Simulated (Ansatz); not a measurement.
# KZnIF2 (built on the sites of a database entry of KZnF3): following an unstable mode

Aim: this structure of KZnIF2 (built on the sites of a database entry of KZnF3) is to be tested for unstable modes, and one is followed downhill.

Main program and level: Ansatz 0.2.0; DFT PBEsol, scalar-relativistic, plane waves, PAW.

Most raw output is cut from this account.

The structure was built from a prototype and need not be the compound's stable phase.

## 1. The starting structure

Symmetry: P4/mmm, No. 123, tetragonal system. The conventional cell has a = 4.382 Å, b = 4.382 Å, c = 5.323 Å, α = 90.00°, β = 90.00°, γ = 90.00°. Nearest to K lie 4 I at 3.10 Å. Zn has 4 F at 2.19 Å and 2 I at 2.66 Å nearest. Nearest to F lie 2 Zn at 2.19 Å. I has 2 Zn at 2.66 Å and 4 K at 3.10 Å nearest. Farther neighbours and most contacts between anions are not listed.

## 2. The dispersion

The cell comes from relaxations at this level that are not shown. Stability and thermal properties need the whole zone. Linear response on a 2×2×2 q mesh gives force constants as far as a supercell of that size would, and the tensors from the zone-centre run are typed in so that the long-range dipole term is interpolated apart.

input.yaml reads:

```yaml
crystal:
  lattice:
    - [4.3820292971, 0.0, 0.0]
    - [0.0, 5.3225750611, 0.0]
    - [0.0, 0.0, 4.3820292971]
  atoms:
    - { symbol: K, position: [0.0, 0.0, 0.0] }
    - { symbol: Zn, position: [0.5, 0.5, 0.5] }
    - { symbol: F, position: [0.5, 0.5, 0.0] }
    - { symbol: F, position: [0.0, 0.5, 0.5] }
    - { symbol: I, position: [0.5, 0.0, 0.5] }
kpoints:
  mp_grid: { grid: [6, 4, 6] }
hamiltonian:
  xc: pbesol
scf:
  occupations: { method: fixed }
output:
  eigenvalues: true
phonons:
  method: dfpt
  qmesh: [2, 2, 2]
  temperatures: { t_max: 1000, t_step: 50 }
  qpath:
    path:
      - [[0.0, 0.0, 0.0], [0.0, 0.0, -0.5], [-0.5, 0.0, -0.5], [0.0, 0.0, 0.0], [0.0, -0.5, 0.0], [0.0, -0.5, -0.5], [-0.5, -0.5, -0.5], [0.0, -0.5, 0.0]]
      - [[0.0, 0.0, -0.5], [0.0, -0.5, -0.5]]
      - [[-0.5, 0.0, -0.5], [-0.5, -0.5, -0.5]]
    npoints: 10
  non_analytic_term:
    high_frequency_dielectric_tensor: [[3.2151, 0.0, 0.0], [0.0, 4.1619, 0.0], [0.0, 0.0, 3.2151]]
    born_effective_charges:
      - { species: K, tensor: [[1.1373, 0.0, 0.0], [0.0, 1.0049, 0.0], [0.0, 0.0, 1.1373]] }
      - { species: Zn, tensor: [[2.3264, 0.0, 0.0], [0.0, 3.2937, 0.0], [0.0, 0.0, 2.3264]] }
      - { species: F, tensor: [[-0.7112, 0.0, 0.0], [0.0, -1.3908, 0.0], [0.0, 0.0, -2.277]] }
      - { species: F, tensor: [[-2.277, 0.0, 0.0], [0.0, -1.3908, 0.0], [0.0, 0.0, -0.7112]] }
      - { species: I, tensor: [[-0.4755, 0.0, 0.0], [0.0, -1.5169, 0.0], [0.0, 0.0, -0.4755]] }
    source: "zone-centre run at this cell"
```

Started as:

```console
$ ansatz run input.yaml --threads 8 --pin off --max-ram 14336MiB --backend cpu --events-out ev --progress --plain --runs-dir out
```

Run time: 1.8 min. Hardware: 8 threads of Arm Neoverse V2, shared host; peak memory 0.92 GiB.

A gap read on the k-mesh alone can miss the band edges.

This step gave:

| Item | Value |
| --- | --- |
| gap on the k-mesh | 1.677 eV |
| volume per atom | 20.44 Å³ |
| sum-rule residual before enforcement | 5.99e-5 eV/Å² |
| lowest frequency on the path | -188.6 cm⁻¹ |
| point group | 4/mmm |
| highest frequency on the path or at a solved wavevector | 288.4 cm⁻¹ |
| highest optical mode at the zone centre (no LO-TO term) | 215.1 cm⁻¹ |
| lowest optical zone-centre mode | -120.4 cm⁻¹ |
| lowest mode on the q mesh (acoustic modes at Γ apart) | -188.6 cm⁻¹ |

Frequencies (cm⁻¹) solved at each irreducible wavevector; negative means imaginary. Frequencies by wavevector, by row:

```
q in reciprocal lattice units  star  mode 1  mode 2  mode 3  mode 4  mode 13  mode 14  mode 15
                        0 0 0     1  -120.4  -107.6  -107.6       0    184.3    215.1    215.1
                     0 0 -0.5     2  -110.7  -104.6    23.1    76.4    189.3    193.1    258.3
                     0 -0.5 0     1  -101.5  -101.5   -82.7    -3.7    213.7    213.7    262.2
                  0 -0.5 -0.5     2  -114.4  -109.2  -100.2    85.1    187.2    204.8    235.3
                  -0.5 0 -0.5     1  -187.1  -107.2   -31.9   -31.9    228.9    228.9    288.4
               -0.5 -0.5 -0.5     1  -188.6  -111.6   -80.5   -58.1    220.9    226.5    226.5
```

Interpolated from a 2×2×2 q mesh, rough between the solved points, with the LO-TO term (at Γ the limit along the path; where Γ stands inside the path, tables give the limit on arrival). The phonon branches at the labelled points (cm⁻¹):

```
    point  branch 1  branch 2  branch 3  branch 4  branch 12  branch 13  branch 14  branch 15
        Γ      -120      -108       -55         0        184        196        215        259
  halfway      -116      -106        22        40        183        190        204        259
        X      -111      -105        23        76        180        189        193        258
  halfway      -145      -109        54        62        198        213        214        279
        M      -187      -107       -32       -32        202        229        229        288
  halfway      -127      -112        11        43        186        195        223        272
        Γ      -120      -108       -55         0        184        196        215        259
  halfway      -104      -104       -90        11        190        214        214        261
        Z      -102      -102       -83        -4        195        214        214        262
  halfway      -118      -101       -49        55        194        198        203        247
        R      -114      -109      -100        85        182        187        205        235
  halfway      -156      -110       -63        42        204        211        212        227
        A      -189      -112       -80       -58        202        221        226        226
  halfway      -127      -114       -41       -25        184        212        221        230
        Z      -102      -102       -83        -4        195        214        214        262
jump to X      -111      -105        23        76        180        189        193        258
  halfway      -111      -102       -16        79        188        188        200        240
        R      -114      -109      -100        85        182        187        205        235
jump to M      -187      -107       -32       -32        202        229        229        288
  halfway      -188      -109       -47       -47        202        228        228        255
        A      -189      -112       -80       -58        202        221        226        226
```

Symmetry leaves 6 wavevectors to solve. The lowest mode among them, the acoustic zeros apart, lies at q = (-0.5, -0.5, -0.5) and is imaginary, 188.6i cm⁻¹, so the energy falls along it.

## 3. The mode frozen in, largest atomic shift 0 Å

The mode followed lies at q = (-0.5, 0, -0.5) with frequency 187.0i cm⁻¹, one of the unstable modes though not the softest. At small amplitude the distorted cell has space group no. 127 by a symmetry search on the positions. The undistorted cell that holds it gives the zero of energy on the same k mesh.

System of this step: KZnIF2 (built on the sites of a database entry of KZnF3). Symmetry: P4/mmm, No. 123, tetragonal system. Conventional cell: a = 4.382 Å, b = 4.382 Å, c = 5.323 Å, α = 90.00°, β = 90.00°, γ = 90.00°. Nearest to K lie 4 I at 3.10 Å. Zn has 4 F at 2.19 Å and 2 I at 2.66 Å nearest. Nearest to F lie 2 Zn at 2.19 Å. Nearest to I lie 2 Zn at 2.66 Å and 4 K at 3.10 Å. Farther neighbours and most contacts between anions are not listed.

input.yaml reads:

```yaml
crystal:
  lattice:
    - [0.0, 5.3225750611, 0.0]
    - [4.3820292971, 0.0, 4.3820292971]
    - [4.3820292971, 0.0, -4.3820292971]
  atoms:
    - { symbol: K, position: [0.0, 0.5, 0.5] }
    - { symbol: K, position: [0.0, 0.0, 0.0] }
    - { symbol: Zn, position: [0.5, 0.5, 0.0] }
    - { symbol: Zn, position: [0.5, 0.0, 0.5] }
    - { symbol: F, position: [0.5, 0.25, 0.25] }
    - { symbol: F, position: [0.5, 0.75, 0.75] }
    - { symbol: F, position: [0.5, 0.25, 0.75] }
    - { symbol: F, position: [0.5, 0.75, 0.25] }
    - { symbol: I, position: [0.0, 0.5, 0.0] }
    - { symbol: I, position: [0.0, 0.0, 0.5] }
kpoints:
  mp_grid: { grid: [4, 4, 4] }
hamiltonian:
  xc: pbesol
scf:
  occupations: { method: gaussian, width: 0.02 }
output:
  forces: true
  stress: true
  eigenvalues: true
```

The job ended after 1.8 s (8 threads; peak memory 0.94 GiB).

This step gave:

```yaml
pressure: -0.003691 GPa
gap_on_the_k_mesh: 1.676 eV
energy_from_the_undistorted_cell: 0 meV/atom
```

At this level the gap is 1.68 eV on the k-mesh of the self-consistent run, which can miss the band edges.

## 4. The mode frozen in, largest atomic shift 0.22 Å

The atoms are moved along the unstable eigenvector, the largest shift by 0.22 Å, with the cell fixed.

input.yaml, the sections that differ from step 3:

```yaml
crystal:
  lattice:
    - [0.0, 5.3225750611, 0.0]
    - [4.3820292971, 0.0, 4.3820292971]
    - [4.3820292971, 0.0, -4.3820292971]
  atoms:
    - { symbol: K, position: [0.0, 0.5, 0.5] }
    - { symbol: K, position: [0.0, 0.0, 0.0] }
    - { symbol: Zn, position: [0.5, 0.5, 0.0] }
    - { symbol: Zn, position: [0.5, 0.0, 0.5] }
    - { symbol: F, position: [0.5, 0.224897475, 0.275102525] }
    - { symbol: F, position: [0.5, 0.775102525, 0.724897475] }
    - { symbol: F, position: [0.5, 0.275102525, 0.775102525] }
    - { symbol: F, position: [0.5, 0.724897475, 0.224897475] }
    - { symbol: I, position: [0.0, 0.5, 0.0] }
    - { symbol: I, position: [0.0, 0.0, 0.5] }
# kpoints, hamiltonian, scf, output: as in step 3
```

It took 1.9 s on 8 threads; peak memory 0.94 GiB; 13 s of CPU time.

This step gave:

| Item | Value |
| --- | --- |
| pressure | 1.884 GPa |
| gap on the k-mesh | 2.106 eV |
| energy from the undistorted cell | -15.58 meV/atom |

The energy, extrapolated to zero smearing, is -15.58 meV/atom against the undistorted cell.

The run ends at a pressure of 1.88 GPa, with forces up to 0.17 eV/Å.

## 5. Energy along the mode, all amplitudes (two of the runs are shown above)

An imaginary frequency means negative curvature, so the energy should fall and then rise again as anharmonic terms take over.

This step gave:

```
depth at the lowest point sampled  : 15.58 meV/atom
largest atomic shift at that point : 0.22 Å
```

Energy from the parent against largest atomic shift:

```
largest atomic shift (Å)  energy from the parent (meV/atom)
                   0.000                                  0
                   0.040                             -0.774
                   0.080                              -2.99
                   0.140                              -8.25
                   0.220                              -15.6
                   0.320                              -14.0
                   0.450                               44.2
```

Displacement at unit largest shift by atom:

```
atom  x (Å)  y (Å)  z (Å)  size
  K1   0.00   0.00   0.00  0.00
  K2   0.00   0.00   0.00  0.00
 Zn3   0.00   0.00   0.00  0.00
 Zn4   0.00   0.00   0.00  0.00
  F5   0.00   0.00  -1.00  1.00
  F6   0.00   0.00   1.00  1.00
  F7   1.00   0.00   0.00  1.00
  F8  -1.00   0.00   0.00  1.00
  I9   0.00   0.00   0.00  0.00
 I10   0.00   0.00   0.00  0.00
```

The lowest of the steps tried is at 0.22 Å, 15.6 meV/atom below the parent; the bottom of the well need not coincide with a step.

## 6. Relaxation from the frozen mode

Starting from the lowest point found, all atoms and the cell are let go, so that strain and other modes of the same symmetry can join in.

Changes to input.yaml since step 4:

```diff
@@ -21,3 +21,3 @@
 scf:
-  occupations: { method: gaussian, width: 0.02 }
+  occupations: { method: fixed }
 output:
@@ -26 +26,6 @@
   eigenvalues: true
+relax:
+  adjacent_minimum: "off"
+  f_tol: 0.002
+  max_steps: 120
+  cell: { stress_tol: 0.03 }
```

Elapsed: 34 s, on 8 threads; peak memory 1.1 GiB.

Step by step:

```
step  energy less that of the first step (eV)  largest force component (eV/Å)  pressure (GPa)  volume (Å³)
   1                                   0.0000                          0.1720            1.88       204.41
   2                                  -0.0660                          0.3704           -0.11       214.27
   3                                  -0.1202                          0.3976           -0.59       220.62
   4                                  -0.0937                          0.7636            1.43       235.81
   5                                  -0.1839                          0.2173           -0.30       226.56
   6                                  -0.1946                          0.0104           -0.02       230.76
   7                                  -0.1943                          0.0004            0.00       230.95
  8*                                  -0.2849                          0.0073            0.62       230.95
   9                                  -0.2902                          0.0002            0.26       236.83
  10                                  -0.2846                          0.0132            0.05       241.34
  11                                  -0.2840                          0.0069           -0.02       241.63
  12                                  -0.2840                          0.0003            0.00       241.62
 13*                                  -0.3055                          0.0020            0.04       241.62
  14                                  -0.3045                          0.0003            0.00       242.33
 15*                                  -0.3056                          0.0003            0.00       242.33
```

Relaxation steps marked * repeat the geometry before them on a plane-wave basis chosen anew for their cell, so energy and pressure can jump there. Relaxation step 4 was tried and not accepted.

The run keeps the 16 symmetry operations that it works with, so distortions that break them were not tested.

```
     cell as run  before  after   change
           a (Å)   5.323  5.581   +4.9 %
           b (Å)   6.197  6.589   +6.3 %
           c (Å)   6.197  6.589   +6.3 %
volume (Å³/atom)   20.44  24.23  +18.5 %
```

The atoms that moved most (Å, as changes of fractional coordinates times the final cell):

```
atom      dx     dy      dz  length
  F5   0.000  0.000  -0.256   0.256
  F6   0.000  0.000   0.256   0.256
  F8  -0.256  0.000   0.000   0.256
  F7   0.256  0.000   0.000   0.256
```

Final coordinates:

```xyz
10
Lattice="0.0000 5.5809 0.0000 4.6594 0.0000 4.6594 4.6594 0.0000 -4.6594" Properties=species:S:1:pos:R:3 pbc="T T T"
K     4.6594    0.0000    0.0000
K     0.0000    0.0000    0.0000
Zn    2.3297    2.7904    2.3297
Zn    2.3297    2.7904   -2.3297
F     2.3297    2.7904   -0.4897
F     6.9892    2.7904    0.4897
F     5.1491    2.7904   -2.3297
F     4.1698    2.7904    2.3297
I     2.3297    0.0000    2.3297
I     2.3297    0.0000   -2.3297
```

This step gave:

```yaml
pressure: 0.002997 GPa
gap_on_the_k_mesh: 2.691 eV
volume_per_atom: 24.23 Å³
```

The distorted start has space group P4/mbm; the relaxation ends in P4/mbm.

## 7. The phases reached

The phases reached along the modes that were followed are set side by side.

Energies are those of the first relaxation, on the mesh of the frozen mode; space group, volume and gap are those of the last relaxation. Phases, by row:

```
                   mode frozen in  space group  energy from parent (meV/atom)  volume (Å³/atom)  gap on mesh (eV)  lowest zone-centre optical mode (cm⁻¹)  largest shift (Å)
                           parent       P4/mmm                              0             20.44             1.677                                       –                  –
q = (-0.5, -0.5, -0.5), 189i cm⁻¹       I4/mcm                         -46.98             24.22             2.692                                       –              0.491
   q = (-0.5, 0, -0.5), 187i cm⁻¹       P4/mbm                         -46.15             24.23             2.691                                       –               0.49
```

## 8. Outcome

```yaml
unstable_mode_of_the_parent: q = (-0.5, 0, -0.5), 187i cm⁻¹
depth_at_the_lowest_point_sampled: 15.6 meV/atom
largest_atomic_shift_at_that_point: 0.22 Å
space_group_reached_within_0p01_a: P4/mbm
energy_gained_over_the_parent_first_relaxation_on_the_mesh_of_the_frozen_mode: 46.1 meV/atom
volume_per_atom_phase_reached: 24.2 Å³
gap_on_the_k_mesh_phase_reached: 2.69 eV
```

In words: Along this mode the structure falls into P4/mbm, 46.1 meV/atom below the parent. At the parent's cell the well is 15.58 meV/atom deep on the steps tried, with its lowest point at a shift of 0.22 Å. Relaxing atoms and cell changes the gain by +30.56 meV/atom against the lowest step (energies at zero smearing). Most of the total comes from this relaxation. The modes of the phase reached were not computed on this path. Of the 2 patterns followed to their end from this parent, this one ends 0.836 meV/atom above the lowest, I4/mcm. Another end point lies within 1 meV/atom; how such a difference moves with mesh and cutoff was not tested. Each path keeps the symmetry of its pattern, so a lower phase may lie along a pattern not tried. The q mesh stands for a supercell only 8.8 Å across, so branches between the solved wavevectors are rough. The volume moved by more than a tenth on the k mesh of the start, so the energy gain is rough. Spin-orbit coupling is left out, which can matter for the heavy elements here. The starting cell was built on a prototype and not taken from a measurement, so the phase need not exist.

[Logs are printed without paths, hosts, clocks, repeated set-up lines and the standing remarks that a program may print on its own settings, such as how far it seeks lower states.]

[Hosts, paths, dates, database ids (printed as entryN), source tags and the programs' standing remarks are cut or masked in the printed files.]
